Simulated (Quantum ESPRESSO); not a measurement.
# Magnetic state of ZnCu from several starts

Does ZnCu prefer parallel or opposed moments?

Main program and level: Quantum ESPRESSO 7.5; PBEsol; plane waves with GBRV 1.5 PBEsol potentials, no spin-orbit coupling.

**1. Set-up**

Symmetry: Pm-3m, No. 221, cubic system. Conventional cell: a = 2.945 Å, b = 2.945 Å, c = 2.945 Å, α = 90.00°, β = 90.00°, γ = 90.00°. Nearest to Zn lie 8 Cu at 2.55 Å. Cu has 8 Zn at 2.55 Å nearest. Farther neighbours are not listed.

Coordinates:

```cif
data_structure
_symmetry_space_group_name_H-M 'Pm-3m'
_symmetry_Int_Tables_number 221
_cell_length_a 2.9450
_cell_length_b 2.9450
_cell_length_c 2.9450
_cell_angle_alpha 90.000
_cell_angle_beta 90.000
_cell_angle_gamma 90.000
_cell_volume 25.54
loop_
_atom_site_label
_atom_site_type_symbol
_atom_site_symmetry_multiplicity
_atom_site_Wyckoff_symbol
_atom_site_fract_x
_atom_site_fract_y
_atom_site_fract_z
_atom_site_occupancy
Zn1 Zn 1 b 0.50000 0.50000 0.50000 1
Cu1 Cu 1 a 0.00000 0.00000 0.00000 1
```

The cell comes from the Crystallography Open Database.

**2. Run 1, typed as ferro +**

The signs are those of the starting moments on the seeded atoms, the atoms that are given a moment.

Contents of pw.in:

```
&CONTROL
  calculation = 'scf'
  prefix = 'pwscf'
  outdir = './tmp'
  pseudo_dir = './pseudo'
  disk_io = 'nowf'
/
&SYSTEM
  ibrav = 0
  celldm(1) = 8
  nat = 2
  ntyp = 2
  ecutwfc = 40
  ecutrho = 280
  nbnd = 27
  occupations = 'smearing'
  smearing = 'fd'
  degauss = 0.0110248
  nspin = 2
  starting_magnetization(1) = 0
  starting_magnetization(2) = 0.0263
/
&ELECTRONS
  conv_thr = 4d-09
  electron_maxstep = 150
  mixing_beta = 0.3
/
ATOMIC_SPECIES
Zn     65.3800 zn_pbesol_v1.uspp.F.UPF
Cu     63.5460 cu_pbesol_v1.2.uspp.F.UPF
CELL_PARAMETERS alat
   0.6956554296279    0.0000000000000    0.0000000000000
   0.0000000000000    0.6956554296279    0.0000000000000
   0.0000000000000    0.0000000000000    0.6956554296279
ATOMIC_POSITIONS crystal
Zn      0.5000000000    0.5000000000    0.5000000000
Cu      0.0000000000    0.0000000000    0.0000000000
K_POINTS automatic
12 12 12 0 0 0
```

Started as:

```console
$ OMP_NUM_THREADS=1 mpirun -n 4 pw.x -nk 4 -in pw.in > pw.out
```

The program printed:

```text
Program PWSCF v.7.5 starts

     Message from routine setup:
     using ibrav=0 with symmetry is DISCOURAGED, use correct ibrav instead

     K-points division:     npool     =       4
     Subspace diagonalization in iterative solution of the eigenvalue problem:

     G-vector sticks info
     --------------------
     sticks:   dense  smooth     PW     G-vecs:    dense   smooth      PW
     Sum         681     401    137                13613     5887    1141

     Using Slab Decomposition

     bravais-lattice index     =            0
     lattice parameter (alat)  =       8.0000  a.u.
     unit-cell volume          =     172.3664 (a.u.)^3
     number of atoms/cell      =            2
     number of atomic types    =            2
     number of electrons       =        39.00
     number of Kohn-Sham states=           27
     kinetic-energy cutoff     =      40.0000  Ry
     charge density cutoff     =     280.0000  Ry
     scf convergence threshold =      4.0E-09
     mixing beta               =       0.3000
     number of iterations used =            8  plain     mixing
     Exchange-correlation= SLA  PW   PSX  PSC
                           (   1   4  10   8   0   0   0)

     celldm(1)=   8.000000  celldm(2)=   0.000000  celldm(3)=   0.000000
     celldm(4)=   0.000000  celldm(5)=   0.000000  celldm(6)=   0.000000

     crystal axes: (cart. coord. in units of alat)
               a(1) = (   0.695655   0.000000   0.000000 )
               a(2) = (   0.000000   0.695655   0.000000 )
               a(3) = (   0.000000   0.000000   0.695655 )

     reciprocal axes: (cart. coord. in units 2 pi/alat)
               b(1) = (  1.437493  0.000000  0.000000 )
               b(2) = (  0.000000  1.437493  0.000000 )
               b(3) = (  0.000000  0.000000  1.437493 )

     PseudoPot. # 1 for Zn read from file:
     zn_pbesol_v1.uspp.F.UPF
     Pseudo is Ultrasoft, Zval = 20.0
     Generated by new atomic code, or converted to UPF format
     Using radial grid of  943 points,  6 beta functions with:
                l(1) =   0
                l(2) =   0
                l(3) =   1
                l(4) =   1
                l(5) =   2
                l(6) =   2
     Q(r) pseudized with  8 coefficients,  rinner =    1.100   1.100   1.100
                                                       1.100   1.100

     PseudoPot. # 2 for Cu read from file:
     cu_pbesol_v1.2.uspp.F.UPF
     Pseudo is Ultrasoft + core correction, Zval = 19.0
     Generated by new atomic code, or converted to UPF format
     Using radial grid of  867 points,  6 beta functions with:
                l(1) =   0
                l(2) =   0
                l(3) =   1
                l(4) =   1
                l(5) =   2
                l(6) =   2
     Q(r) pseudized with  8 coefficients,  rinner =    1.150   1.150   1.150
                                                       1.150   1.150

     atomic species   valence    mass     pseudopotential
     Zn               20.00    65.38000     Zn( 1.00)
     Cu               19.00    63.54600     Cu( 1.00)

     Starting magnetic structure
     atomic species   magnetization
     Zn              0.000
     Cu              0.026

     48 Sym. Ops., with inversion, found

   Cartesian axes

     site n.     atom                  positions (alat units)
         1        Zn     tau(   1) = (   0.3478277   0.3478277   0.3478277  )
         2        Cu     tau(   2) = (   0.0000000   0.0000000   0.0000000  )

     number of k points=    84  Fermi-Dirac smearing, width (Ry)=  0.0110
                       cart. coord. in units 2pi/alat
        k(    1) = (   0.0000000   0.0000000   0.0000000), wk =   0.0005787
        k(    2) = (   0.0000000   0.0000000   0.1197911), wk =   0.0034722
        k(    3) = (   0.0000000   0.0000000   0.2395822), wk =   0.0034722
        k(    4) = (   0.0000000   0.0000000   0.3593733), wk =   0.0034722
        k(    5) = (   0.0000000   0.0000000   0.4791644), wk =   0.0034722
        [... 79 further k-points ...]

     Dense  grid:    13613 G-vectors     FFT dimensions: (  30,  30,  30)

     Smooth grid:     5887 G-vectors     FFT dimensions: (  24,  24,  24)

     Generating pointlists ...
     new r_m :   0.2485 (alat units)  1.9881 (a.u.) for type    1
     new r_m :   0.2485 (alat units)  1.9881 (a.u.) for type    2

     Initial potential from superposition of free atoms

     starting charge      37.9999, renormalised to      39.0000
     Starting wfcs are   26 randomized atomic wfcs +    1 random wfcs

     Self-consistent Calculation

     iteration #  1     ecut=    40.00 Ry     beta= 0.30
     Davidson diagonalization with overlap
     ethr =  1.00E-02,  avg # of iterations =  4.9

     total energy              =    -861.48967984 Ry
     estimated scf accuracy    <       9.24205243 Ry

     total magnetization       =     0.02 Bohr mag/cell
     absolute magnetization    =     0.06 Bohr mag/cell

     iteration #  2     ecut=    40.00 Ry     beta= 0.30
     Davidson diagonalization with overlap
     ethr =  1.00E-02,  avg # of iterations =  2.1

     total energy              =    -864.33767958 Ry
     estimated scf accuracy    <       3.58991796 Ry

     total magnetization       =     0.17 Bohr mag/cell
     absolute magnetization    =     0.22 Bohr mag/cell

     iteration #  3     ecut=    40.00 Ry     beta= 0.30
     Davidson diagonalization with overlap
     ethr =  9.20E-03,  avg # of iterations =  1.1

     total energy              =    -864.75463475 Ry
     estimated scf accuracy    <       0.49858198 Ry

     total magnetization       =     0.02 Bohr mag/cell
     absolute magnetization    =     0.05 Bohr mag/cell

     [... further iterations left out ...]

     iteration # 10     ecut=    40.00 Ry     beta= 0.30
     Davidson diagonalization with overlap
     ethr =  1.19E-07,  avg # of iterations =  2.1

     total energy              =    -864.76683375 Ry
     estimated scf accuracy    <       0.00000124 Ry

     total magnetization       =    -0.00 Bohr mag/cell
     absolute magnetization    =     0.00 Bohr mag/cell

     iteration # 11     ecut=    40.00 Ry     beta= 0.30
     Davidson diagonalization with overlap
     ethr =  3.18E-09,  avg # of iterations =  2.1

     total energy              =    -864.76683396 Ry
     estimated scf accuracy    <       0.00000013 Ry

     total magnetization       =    -0.00 Bohr mag/cell
     absolute magnetization    =     0.00 Bohr mag/cell

     iteration # 12     ecut=    40.00 Ry     beta= 0.30
     Davidson diagonalization with overlap
     ethr =  3.35E-10,  avg # of iterations =  2.1

     total energy              =    -864.76683391 Ry
     estimated scf accuracy    <       0.00000030 Ry

     total magnetization       =    -0.00 Bohr mag/cell
     absolute magnetization    =     0.00 Bohr mag/cell

     iteration # 13     ecut=    40.00 Ry     beta= 0.30
     Davidson diagonalization with overlap
     ethr =  3.35E-10,  avg # of iterations =  2.1

     Magnetic moment per site  (integrated on atomic sphere of radius R)
     atom   1 (R=0.249)  charge= 18.5618  magn= -0.0000
     atom   2 (R=0.249)  charge= 17.7764  magn=  0.0000

     End of self-consistent calculation

     Number of k-points >= 100: set verbosity='high' to print the bands.

     the Fermi energy is    15.4743 ev

!    total energy              =    -864.76683397 Ry
     estimated scf accuracy    <          1.5E-09 Ry
     smearing contrib. (-TS)   =      -0.00293011 Ry
     internal energy E=F+TS    =    -864.76390385 Ry

     The total energy is F=E-TS. E is the sum of the following terms:
     one-electron contribution =    -613.33178698 Ry
     hartree contribution      =     326.20884487 Ry
     xc contribution           =     -80.15064521 Ry
     ewald contribution        =    -497.49031654 Ry

     total magnetization       =    -0.00 Bohr mag/cell
     absolute magnetization    =     0.00 Bohr mag/cell

     convergence has been achieved in  13 iterations

=------------------------------------------------------------------------------=
   JOB DONE.
=------------------------------------------------------------------------------=
```

Run time: 50 s. Hardware: 4 MPI ranks of Intel Xeon at 2.50GHz (Skylake/Cascade Lake), shared host; peak memory 0.33 GiB; 2.8 min of CPU time.

The spin moment in the atom's sphere vanishes on all atoms.

Read from the output:

```yaml
smearing_term_ts: 0.03987 eV
magnetization: 0 μB
absolute_magnetization: 0 μB
final_state: non-magnetic
```

**3. Run 2, typed as antiferro q=(1/2,1/2,1/2) +−**

This order needs a doubled cell of 4 atoms. The wavevector q is in fractions of the reciprocal vectors of the crystal's primitive cell, as the cells of these inputs are built from it; moments change sign between cells as cos(2π q·R).

Contents of pw.in:

```
&CONTROL
  calculation = 'scf'
  prefix = 'pwscf'
  outdir = './tmp'
  pseudo_dir = './pseudo'
  disk_io = 'nowf'
/
&SYSTEM
  ibrav = 0
  celldm(1) = 8
  nat = 4
  ntyp = 3
  ecutwfc = 40
  ecutrho = 280
  nbnd = 49
  occupations = 'smearing'
  smearing = 'fd'
  degauss = 0.0110248
  nspin = 2
  starting_magnetization(1) = 0
  starting_magnetization(2) = 0.0263
  starting_magnetization(3) = -0.0263
/
&ELECTRONS
  conv_thr = 8d-09
  electron_maxstep = 150
  mixing_beta = 0.3
/
ATOMIC_SPECIES
Zn     65.3800 zn_pbesol_v1.uspp.F.UPF
Cu1    63.5460 cu_pbesol_v1.2.uspp.F.UPF
Cu2    63.5460 cu_pbesol_v1.2.uspp.F.UPF
CELL_PARAMETERS alat
   1.3913108592557    0.0000000000000    0.0000000000000
   0.6956554296279    0.6956554296279    0.0000000000000
   0.6956554296279    0.0000000000000    0.6956554296279
ATOMIC_POSITIONS crystal
Zn      0.7500000000    0.5000000000    0.5000000000
Zn      0.2500000000    0.5000000000    0.5000000000
Cu1     0.0000000000    0.0000000000    0.0000000000
Cu2     0.5000000000    0.0000000000    0.0000000000
K_POINTS automatic
6 12 12 0 0 0
```

The program printed:

```text
[banner, memory and clock lines left out]
Program PWSCF v.7.5 starts

     Message from routine setup:
     using ibrav=0 with symmetry is DISCOURAGED, use correct ibrav instead

     bravais-lattice index     =            0
     lattice parameter (alat)  =       8.0000  a.u.
     unit-cell volume          =     344.7327 (a.u.)^3
     number of atoms/cell      =            4
     number of atomic types    =            3
     number of electrons       =        78.00
     number of Kohn-Sham states=           49
     kinetic-energy cutoff     =      40.0000  Ry
     charge density cutoff     =     280.0000  Ry
     scf convergence threshold =      8.0E-09
     mixing beta               =       0.3000
     number of iterations used =            8  plain     mixing
     Exchange-correlation= SLA  PW   PSX  PSC
                           (   1   4  10   8   0   0   0)

     celldm(1)=   8.000000  celldm(2)=   0.000000  celldm(3)=   0.000000
     celldm(4)=   0.000000  celldm(5)=   0.000000  celldm(6)=   0.000000

     crystal axes: (cart. coord. in units of alat)
               a(1) = (   1.391311   0.000000   0.000000 )
               a(2) = (   0.695655   0.695655   0.000000 )
               a(3) = (   0.695655   0.000000   0.695655 )

     reciprocal axes: (cart. coord. in units 2 pi/alat)
               b(1) = (  0.718747 -0.718747 -0.718747 )
               b(2) = (  0.000000  1.437493  0.000000 )
               b(3) = (  0.000000  0.000000  1.437493 )

     PseudoPot. # 1 for Zn read from file:
     zn_pbesol_v1.uspp.F.UPF
     Pseudo is Ultrasoft, Zval = 20.0

     PseudoPot. # 2 for Cu read from file:
     cu_pbesol_v1.2.uspp.F.UPF
     Pseudo is Ultrasoft + core correction, Zval = 19.0

     PseudoPot. # 3 for Cu read from file:
     cu_pbesol_v1.2.uspp.F.UPF
     Pseudo is Ultrasoft + core correction, Zval = 19.0

     atomic species   valence    mass     pseudopotential
     Zn               20.00    65.38000     Zn( 1.00)
     Cu1              19.00    63.54600     Cu( 1.00)
     Cu2              19.00    63.54600     Cu( 1.00)

     Starting magnetic structure
     atomic species   magnetization
     Zn              0.000
     Cu1             0.026
     Cu2            -0.026

     48 Sym. Ops., with inversion, found

   Cartesian axes

     site n.     atom                  positions (alat units)
         1        Zn     tau(   1) = (   1.7391386   0.3478277   0.3478277  )
         2        Zn     tau(   2) = (   1.0434831   0.3478277   0.3478277  )
         3        Cu1    tau(   3) = (   0.0000000   0.0000000   0.0000000  )
         4        Cu2    tau(   4) = (   0.6956554   0.0000000   0.0000000  )

     number of k points=    44  Fermi-Dirac smearing, width (Ry)=  0.0110
                       cart. coord. in units 2pi/alat
        k(    1) = (   0.0000000   0.0000000   0.0000000), wk =   0.0011574
        k(    2) = (   0.0000000   0.0000000   0.1197911), wk =   0.0069444
        k(    3) = (   0.0000000   0.0000000   0.2395822), wk =   0.0069444
        k(    4) = (   0.0000000   0.0000000   0.3593733), wk =   0.0069444
        k(    5) = (   0.0000000   0.0000000   0.4791644), wk =   0.0069444
        [... 39 further k-points ...]

     Dense  grid:    27317 G-vectors     FFT dimensions: (  60,  45,  45)

     Smooth grid:    11791 G-vectors     FFT dimensions: (  45,  32,  32)

     Generating pointlists ...
     new r_m :   0.2485 (alat units)  1.9881 (a.u.) for type    1
     new r_m :   0.2485 (alat units)  1.9881 (a.u.) for type    2
     new r_m :   0.2485 (alat units)  1.9881 (a.u.) for type    3

     Initial potential from superposition of free atoms

     starting charge      75.9997, renormalised to      78.0000
     Starting wfcs are   52 randomized atomic wfcs

     Self-consistent Calculation

     iteration #  1     ecut=    40.00 Ry     beta= 0.30
     Davidson diagonalization with overlap
     ethr =  1.00E-02,  avg # of iterations =  3.9

     total energy              =   -1723.12724111 Ry
     estimated scf accuracy    <      18.13578767 Ry

     total magnetization       =    -0.00 Bohr mag/cell
     absolute magnetization    =     0.09 Bohr mag/cell

     iteration #  2     ecut=    40.00 Ry     beta= 0.30
     Davidson diagonalization with overlap
     ethr =  1.00E-02,  avg # of iterations =  2.4

     total energy              =   -1728.62043238 Ry
     estimated scf accuracy    <       7.47146105 Ry

     total magnetization       =     0.00 Bohr mag/cell
     absolute magnetization    =     0.36 Bohr mag/cell

     [... further iterations left out ...]

     iteration # 14     ecut=    40.00 Ry     beta= 0.30
     Davidson diagonalization with overlap
     ethr =  4.25E-10,  avg # of iterations =  2.1

     total energy              =   -1729.53366822 Ry
     estimated scf accuracy    <       0.00000001 Ry

     total magnetization       =    -0.00 Bohr mag/cell
     absolute magnetization    =     0.00 Bohr mag/cell

     iteration # 15     ecut=    40.00 Ry     beta= 0.30
     Davidson diagonalization with overlap
     ethr =  1.34E-11,  avg # of iterations =  2.3

     Magnetic moment per site  (integrated on atomic sphere of radius R)
     atom   1 (R=0.249)  charge= 18.5621  magn=  0.0000
     atom   2 (R=0.249)  charge= 18.5621  magn=  0.0000
     atom   3 (R=0.249)  charge= 17.7764  magn=  0.0000
     atom   4 (R=0.249)  charge= 17.7764  magn= -0.0000

     End of self-consistent calculation

     [... lines left out ...]
     the Fermi energy is    15.4743 ev

!    total energy              =   -1729.53366822 Ry
     estimated scf accuracy    <          5.3E-11 Ry
     smearing contrib. (-TS)   =      -0.00586018 Ry
     internal energy E=F+TS    =   -1729.52780805 Ry

     The total energy is F=E-TS. E is the sum of the following terms:
     one-electron contribution =   -1226.66507946 Ry
     hartree contribution      =     652.41937715 Ry
     xc contribution           =    -160.30147265 Ry
     ewald contribution        =    -994.98063308 Ry

     total magnetization       =     0.00 Bohr mag/cell
     absolute magnetization    =     0.00 Bohr mag/cell

     convergence has been achieved in  15 iterations
```

Wall time 2.6 min (4 MPI ranks); peak memory 0.51 GiB.

The spin moment in the atom's sphere vanishes on all atoms.

This step gave:

```
smearing term TS       : 0.07973 eV
magnetization          : 0 μB
absolute magnetization : 0 μB
final state            : non-magnetic
```

**4. The states side by side**

An order is kept where moments of 0.15 μB or more survive with the typed signs; meshes match where a doubled cell samples the same k points as the first cell.

Orders:

| start | final state | typed order kept | energy over the lowest (meV a seeded atom) | largest site moment (μB) | net moment (μB a cell of the first run) | mesh matched | CPU time (s) |
| --- | --- | --- | --- | --- | --- | --- | --- |
| ferro + | non-magnetic | no | 0.001991 | 0 | 0 | yes | 167.6 |
| antiferro q=(1/2,1/2,1/2) +- | non-magnetic | no | 0 | 0 | 0 | yes | 514.9 |

**5. Results**

```yaml
lowest_state_found: non-magnetic (from ferro + and antiferro q=(1/2,1/2,1/2) +-)
largest_site_moment: 0 μB
```

What this shows: The lowest state carries no moment, and no start kept one. This is the lowest of 2 collinear or spinless starts, no proof of the ground state. Energies are free energies at an electronic temperature of 1740 K, which lowers moments and differences where the moments are itinerant.

[Logs and program files are shortened in this print: banners, set-up blocks, solver, clock and traceback lines can be left out without a mark of their own.]

[Logs are printed without paths, hosts, clocks, repeated set-up lines and the standing remarks that a program may print on its own settings, such as how far it seeks lower states.]

[Hosts, paths, dates, database ids (printed as entryN), source tags and the programs' standing remarks are cut or masked in the printed files.]

[Where a cell is said to come from a database of computed structures, the database is the Materials Project.]
